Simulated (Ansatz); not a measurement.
# ZrSeS monolayer, Janus: phonons and vibrational spectra

Aim: the phonons of ZrSeS monolayer, Janus at a cell relaxed beforehand at this level. After the zone centre comes a 3×3×1 q mesh on a 12×12×1 k mesh.

Main program and level: Ansatz 0.2.0; DFT LDA, scalar-relativistic, plane waves, PAW.

### 1. Starting point

The cell holds 3 atoms: 1 Zr, 1 S and 1 Se. Its edges and angles: a = 3.656 Å, b = 3.656 Å, c = 30.000 Å, α = 90.0°, β = 90.0°, γ = 120.0°. Vacuum lies along c.

### 2. Zone-centre response

The cell comes from relaxations at this level that are not shown. The zone centre comes first: it holds the modes that light can see, as far as symmetry allows. The response to a homogeneous field gives the Born charges and the dielectric tensor, and its change with displacement the Raman tensors.

input.yaml reads:

```yaml
crystal:
  lattice:
    - [3.6561441632, 0.0, 0.0]
    - [-1.8280720816, 3.1663137252, 0.0]
    - [0.0, 0.0, 30.0]
  atoms:
    - { symbol: Zr, position: [0.0, 0.0, 0.3348976179] }
    - { symbol: S, position: [0.3333333333, 0.6666666667, 0.3809943532] }
    - { symbol: Se, position: [0.6666666667, 0.3333333333, 0.2807746956] }
  periodic: [true, true, false]
kpoints:
  mp_grid: { grid: [12, 12, 1] }
hamiltonian:
  xc: lda
scf:
  occupations: { method: fixed }
output:
  eigenvalues: true
phonons:
  method: dfpt
  dielectric: true
  raman: true
```

Started as:

```console
$ ansatz run input.yaml --threads 8 --pin off --max-ram 14336MiB --backend cpu --events-out ev --progress --plain --runs-dir out
```

Numbers of over 12 decimals in the logs are rounded to 6 here.

The log of the run:

```text
Warning: phonons.dielectric: true without phonons.rigid_motions: the static dielectric tensor ε⁰ will be withheld (ε∞, Z* and the rows of modes are given); for a crystal or a slab, whose only rigid motions are the translations, set phonons.rigid_motions: translations
Engine: ansatz 0.2.0, aarch64-unknown-linux-gnu
Pseudopotentials: kind: paw
Pseudopotential: Zr, paw, valence charge 12, recommended cutoff 420 eV (normal), Zr.paw.azcp
Pseudopotential: S, paw, valence charge 6, recommended cutoff 420 eV (normal), S.paw.azcp
Pseudopotential: Se, paw, valence charge 16, recommended cutoff 420 eV (normal), Se.paw.azcp
Functional definition: SPW92
  exchange = slater_x
  correlation = pw_c
Crystal: 3 atoms, lattice volume = 347.295 Å³
Basis set: ecut = 420 eV, 6689 PW (Γ), exchange–correlation on 50×50×432 points (8 copies of the dense FFT grid, shifted against one another)
Bands: 21, of which v1, the nominal top of the filled ones, is band 17 counted from 1 (16 counted from 0)
Symmetry: 6 space group operations
k-points: 43 of 144 (irreducible under 2 space group operations, time reversal used)
Non-local potential: Zr, projectors of the file, l = 0: 3, l = 1: 2, l = 2: 2, l = 3: 2
Non-local potential: S, projectors of the file, l = 0: 2, l = 1: 2, l = 2: 2
Non-local potential: Se, projectors of the file, l = 0: 2, l = 1: 2, l = 2: 3, l = 3: 1
PAW form: soft (Blöchl's): semilocal exchange-correlation on the pseudo side does not see the compensation charge
PAW frozen core: Zr, regenerated for the run's functional, and the local potential with it (the file was generated under x = pbe(κ = 0.804, μ = 0.219515), c = pbe(β = 0.066725))
PAW frozen core: S, regenerated for the run's functional, and the local potential with it (the file was generated under x = pbe(κ = 0.804, μ = 0.219515), c = pbe(β = 0.066725))
PAW frozen core: Se, regenerated for the run's functional, and the local potential with it (the file was generated under x = pbe(κ = 0.804, μ = 0.219515), c = pbe(β = 0.066725))
PAW one-centre angular grid: Zr, 590 points (default); XC on 64 Gauss nodes
PAW one-centre angular grid: S, 110 points (default); XC on 64 Gauss nodes
PAW one-centre angular grid: Se, 590 points (default); XC on 64 Gauss nodes
Initial density: superposition of atomic densities (neutral atoms: chi_scale 0, normalization atom), corrected by the library's trained network
Initial wavefunctions: pseudopotential atomic-orbital guess
Functional: x = slater, c = lda
SCF iter   1: F=—  HF=-10334.509387 eV  |F-HF|=—  |Δ(HF+E_count)|=         —  Δρ=2.91e-3  dr2=7.79e-2  ethr=1.77e-3  ⟨swp⟩=6.8  Hψ=4847  notcnv=0  defer=81
preconditioner: auto → none  [insulator: Δε(μ)=0.501 eV  Ē_g=7.667 eV  n_scr=16 (ndim 8)  ℏωp=8.0 eV  f_vac=0.775  ε∞_Penn≈2.1]
SCF iter   2: F=—  HF=-10334.575238 eV  |F-HF|=—  |Δ(HF+E_count)|=   6.59e-2  Δρ=4.20e-3  dr2=7.15e-1  ethr=2.29e-4  ⟨swp⟩=4.5  Hψ=2158  notcnv=0  defer=86  recentre
SCF iter   3: F=—  HF=-10334.501341 eV  |F-HF|=—  |Δ(HF+E_count)|=   7.39e-2  Δρ=1.81e-3  dr2=2.52e-2  ethr=2.29e-4  ⟨swp⟩=4.1  Hψ=1693  notcnv=0  defer=86
SCF iter   4: F=—  HF=-10334.498848 eV  |F-HF|=—  |Δ(HF+E_count)|=   2.49e-3  Δρ=9.57e-4  dr2=1.46e-3  ethr=7.40e-5  ⟨swp⟩=2.5  Hψ=1585  notcnv=0  defer=85
SCF iter   5: F=—  HF=-10334.499019 eV  |F-HF|=—  |Δ(HF+E_count)|=   1.71e-4  Δρ=2.09e-4  dr2=9.55e-5  ethr=4.31e-6  ⟨swp⟩=3.5  Hψ=1972  notcnv=0  defer=86
SCF iter   6: F=—  HF=-10334.499078 eV  |F-HF|=—  |Δ(HF+E_count)|=   5.91e-5  Δρ=3.88e-5  dr2=6.78e-6  ethr=2.81e-7  ⟨swp⟩=3.2  Hψ=1502  notcnv=0  defer=84
SCF iter   7: F=—  HF=-10334.499083 eV  |F-HF|=—  |Δ(HF+E_count)|=   4.58e-6  Δρ=1.19e-5  dr2=1.07e-6  ethr=1.99e-8  ⟨swp⟩=3.4  Hψ=1969  notcnv=0  defer=84
SCF iter   8: F=—  HF=-10334.499166 eV  |F-HF|=—  |Δ(HF+E_count)|=   8.27e-5  Δρ=4.55e-6  dr2=5.45e-8  ethr=3.14e-9  ⟨swp⟩=2.6  Hψ=1382  notcnv=0  defer=83
SCF iter   9: F=—  HF=-10334.499166 eV  |F-HF|=—  |Δ(HF+E_count)|=   1.05e-7  Δρ=9.52e-7  dr2=2.05e-9  ethr=1.60e-10  ⟨swp⟩=3.1  Hψ=1866  notcnv=0  defer=83
SCF iter  10: F=—  HF=-10334.499166 eV  |F-HF|=—  |Δ(HF+E_count)|=   5.14e-9  Δρ=1.73e-7  dr2=1.00e-10  ethr=6.02e-12  ⟨swp⟩=4.1  Hψ=2154  notcnv=0  defer=83
SCF iter  11: F=-10334.499166 eV  HF=-10334.499166 eV  |F-HF|=3.27e-11  |Δ(HF+E_count)|=  3.02e-10  Δρ=3.73e-8  dr2=4.43e-12  ethr=1.00e-12  ⟨swp⟩=19.0  Hψ=7828  notcnv=0
SCF 1 converged in 11 iterations: F = -10334.499166 eV  dr2 = 4.43e-12
  greatest PAW one-centre occupation: 1.000 electrons in one spin orbital (limit 2), on the Se atom at site 2 (counted from 0), in its partial waves of l = 2
DFPT response loops at Γ: preconditioner auto → none (the input reference at scf.mixing.eps_inf says where Resta's filter doesn't serve); β = 0.50; Broyden in place of MSR1
── the response to a field inside a basis, on 16×16×2 k-points: an SCF that follows is theirs, and a resumed run solves both again ──
Bands: 18, of which v1, the nominal top of the filled ones, is band 17 counted from 1 (16 counted from 0)
k-points: 136
Initial density: handed on by an earlier stage of this run
Initial wavefunctions: pseudopotential atomic-orbital guess (no wavefunctions were taken with the density)
Eigensolver: Dense (136 Hₖ)
SCF iter   1: F=—  HF=-10334.494426 eV  |F-HF|=—  |Δ(HF+E_count)|=         —  Δρ=4.62e-5  dr2=2.84e-6  ethr=1.00e-1
preconditioner: auto → none  [insulator: Δε(μ)=0.532 eV  Ē_g=6.192 eV  n_scr=16 (ndim 8)  ℏωp=8.0 eV  f_vac=0.774  ε∞_Penn≈2.7]
SCF iter   2: F=—  HF=-10334.494427 eV  |F-HF|=—  |Δ(HF+E_count)|=   1.08e-6  Δρ=2.67e-5  dr2=7.75e-6  ethr=8.35e-9
SCF iter   3: F=—  HF=-10334.494428 eV  |F-HF|=—  |Δ(HF+E_count)|=   8.38e-7  Δρ=2.68e-5  dr2=1.59e-5  ethr=8.35e-9
SCF iter   4: F=—  HF=-10334.494427 eV  |F-HF|=—  |Δ(HF+E_count)|=   1.41e-6  Δρ=9.17e-6  dr2=5.81e-7  ethr=8.35e-9
SCF iter   5: F=—  HF=-10334.494427 eV  |F-HF|=—  |Δ(HF+E_count)|=   3.81e-8  Δρ=3.27e-6  dr2=1.16e-8  ethr=1.71e-9
SCF iter   6: F=—  HF=-10334.494427 eV  |F-HF|=—  |Δ(HF+E_count)|=   1.71e-9  Δρ=6.97e-7  dr2=5.75e-10  ethr=3.40e-11
SCF iter   7: F=-10334.494427 eV  HF=-10334.494427 eV  |F-HF|=2.55e-11  |Δ(HF+E_count)|=  1.16e-10  Δρ=9.30e-8  dr2=1.85e-11  ethr=1.69e-12
SCF 1 converged in 7 iterations: F = -10334.494427 eV  dr2 = 1.85e-11
DFPT response loops at Γ: mixed as the last ones told, above
DFPT response loops at Γ: mixed as the last ones told, above
SCF converged after 11 iterations
Free energy (F): -10334.499166 eV
Harris-Foulkes:  -10334.499166 eV  (|F-HF|=3.27e-11)
Internal energy: -10334.499166 eV  (E = F + TS)
E sigma→0 (E₀):  -10334.499166 eV
Fermi energy:    -5.908356 eV
--- Per-component energies (eV) ---
  E_band       = -1010.504451
  E_kinetic    = 561.813921
  E_local      = -58105.632467  (includes V_loc(G=0)·N_el)
  E_nonlocal   = -477.857475
  E_hartree    = 28631.866533
  E_xc         = -361.661294
  E_vxc        = -378.513080  (∫ρ·V_xc dr)
  E_paw        = -5243.983344  (= ΣΔE_a)
  E_vpaw       = 125.952125  (= ΣTr[D̂ρ^β])
  E_aug_tail   = -0.000574  (compensation charges beyond the density's cutoff)
  E_ewald      = 24658.214574
  E_core_change = 2.740961  (= ΣΔE_core)
  E_smearing   = -0.000000  (= −TS)
  E_closure    = 0.000000  (closes the sum)
  Σ components = -10334.499166   (vs F -10334.499166, Δ=0.00e0)
--- Band table (eV; the first three rows and the last of 43) ---
  k-point 0: bands = [... 13 lower, -8.9073, -7.2485, -5.9084, -5.9084, -4.7643, -4.7643, -3.9700, -1.1009]
  k-point 1: bands = [... 13 lower, -8.8678, -7.0721, -6.4914, -6.1812, -4.6737, -4.4526, -3.8214, -1.5178]
  k-point 2: bands = [... 13 lower, -8.7749, -7.6099, -6.7425, -6.6004, -4.7822, -3.9358, -3.5255, -1.9619]
  k-point 42: bands = [... 13 lower, -8.9015, -8.4059, -8.2456, -7.4239, -4.2121, -3.6608, -2.8398, -1.6812]
--- Phonons (Γ-DFPT): 6 representative perturbations + reference, on 43 of 144 k-points (Σ response iterations 30) ---
  k mesh reduced under 2 symmetry operations, with k and −k counted as one. Each operation leaves every solved perturbation unchanged. A smaller set is not considered because the run solves the response to a homogeneous field
  ASR residual: 7.750e-5 → 0.000e0 eV/Å²; symmetrization residual: 1.651e-5 eV/Å²
  ASR residual per site (eV/Å²): 2.97e-5 7.75e-5 4.84e-5
  Γ frequencies (cm⁻¹): 0.00 0.00 0.00 120.78 120.78 229.63 229.63 230.91 323.88
  ε∞ (high-frequency dielectric tensor):
        3.936110    -0.000000     0.000000
       -0.000000     3.936110     0.000000
        0.000000     0.000000     1.166149
  α∞ (the layer's polarisability for a field applied outside it; Å, Gaussian; ε∞ is over the cell's 30.000 Å):
        7.009447    -0.000000     0.000000
       -0.000000     7.009447     0.000000
        0.000000     0.000000     0.396652
  ε⁰ (static dielectric tensor): not given — the deck does not say what the cell's rigid motions are, and on a molecule in a box or a wire the rigid rotations would enter the sum over the modes at Γ. For a crystal or a slab, whose only rigid motions are the translations, set phonons.rigid_motions: translations.
  Born effective charges Z* (e; rows j = field, columns β = displacement):
    site 0:
         7.42885   -0.00000    0.00000
        -0.00000    7.42885   -0.00000
         0.00000   -0.00000    0.33930
    site 1:
        -3.81643    0.00000    0.00000
         0.00000   -3.81643    0.00000
        -0.00000    0.00000   -0.19903
    site 2:
        -3.61241    0.00000   -0.00000
         0.00000   -3.61241   -0.00000
        -0.00000   -0.00000   -0.14026
  Z* charge neutrality: 1.003e-3 e pre-enforcement
  solved inside a basis spanned on kpoints, on 16×16×2 k-points transformed towards the longest dipole: ε∞ is read to err by 1.4e-2, Z* by 4.8e-2 e (field_mesh: kpoints solves on kpoints); Z* is corrected for what the basis lacks
  Raman tensors (in the event stream and the table raman_tensors.tsv): an entry may err by 4.6e0 Å², one of the second-order susceptibility by 3.4e0 pm/V (basis, points and sum rule); their sum over the sites missed zero by 9.482e-4 Å² ahead of its enforcement
  optical modes at Γ without the LO–TO term, one row a degenerate level:
      ω (cm⁻¹)  modes    IR ((D/Å)²/amu)  static Raman (Å⁴/amu)  depolarisation
        120.78      2            33.6780               129.1504           0.750
        229.63      2            22.8241               166.4526           0.750
        230.91      1             0.0047              5413.1923           0.122
        323.88      1             0.0587              1312.0351           0.130
```

The job ended after 8.6 min (8 threads of Arm Neoverse V1, shared host; peak memory 3.2 GiB).

This step gave:

```
gap on the k-mesh                                       : 0.5037 eV
sum-rule residual before enforcement                    : 7.75e-5 eV/Å²
miss of the charge sum rule                             : 0.001003 e
estimated error of the dielectric tensor                : 0.01382
estimated error of the Born charges                     : 0.04762 e
point group                                             : 3m
area per atom                                           : 3.859 Å²
highest optical mode at the zone centre (no LO-TO term) : 323.9 cm⁻¹
lowest optical zone-centre mode                         : 120.8 cm⁻¹
largest Born charge (third of the trace)                : 5.066 e
```

Without the LO-TO term. Patterns of degenerate modes are one choice out of their space. The modes at Γ (shares of kinetic energy by element, %):

```
mode  frequency (cm⁻¹)  symmetry  Zr %  S %  Se %
   1               0.0  acoustic    45   16    39
   2               0.0  acoustic    45   16    39
   3               0.0  acoustic    45   16    39
   4             120.8         E    48    0    52
   5             120.8         E    48    0    52
   6             229.6         E     7   84     9
   7             229.6         E     7   84     9
   8             230.9        A1    22   18    60
   9             323.9        A1    33   66     1
```

Displacements in mode 5 (120.8 cm⁻¹), the largest set to 1:
```
Zr1 -0.89 -0.09  0.00
S2   0.07  0.01  0.00
Se3  1.00  0.10  0.00
```

Displacements in mode 9 (323.9 cm⁻¹), the largest set to 1:
```
Zr1  0.00  0.00 -0.42
S2   0.00  0.00  1.00
Se3  0.00  0.00  0.07
```

High-frequency dielectric tensor, averaged over the cell of height 30.0 Å or as lengthened by the program, vacuum included. Tensor:

```
       x      y      z
x  3.936      0      0
y      0  3.936      0
z      0      0  1.166
```

Born charge (rows field, columns displacement) (e), principal values of the symmetric part by kind of site:

```
atom  atoms with these values    low  middle   high   mean
 Zr1                        1   0.34    7.43   7.43   5.07
  S2                        1  -3.82   -3.82  -0.20  -2.61
 Se3                        1  -3.61   -3.61  -0.14  -2.46
```

In full for S2:

```
-3.82  0.00  0.00
 0.00 -3.82  0.00
 0.00  0.00 -0.20
```

Transverse modes. Lines of the infrared spectrum (strongest = 100):

```
position (cm⁻¹)  relative intensity
            121                 100
            230                  68
            231                 0.0
            324                 0.2
```

Activity x (w_L - w)^4 (n + 1)/w, 532 nm, 300 K; the tensors are static ones, while 532 nm light lies above the computed direct gap, where resonance would change the heights. Lines of the Raman spectrum (strongest = 100):

```
position (cm⁻¹)  relative intensity
            121                 7.1
            230                 3.1
            231                 100
            324                  14
```

Before it was imposed, the acoustic sum rule was missed by 7.7e-5 eV/Å² and the charge sum rule by 0.0010 e. Small misses are needed for a sound result but don't prove that mesh and cutoff are converged. The lowest optical mode is real, 121 cm⁻¹.

[end of part 1 of 2]

[Logs are printed without paths, hosts, clocks, repeated set-up lines and the standing remarks that a program may print on its own settings, such as how far it seeks lower states.]

[Hosts, paths, dates, database ids (printed as entryN), source tags and the programs' standing remarks are cut or masked in the printed files.]
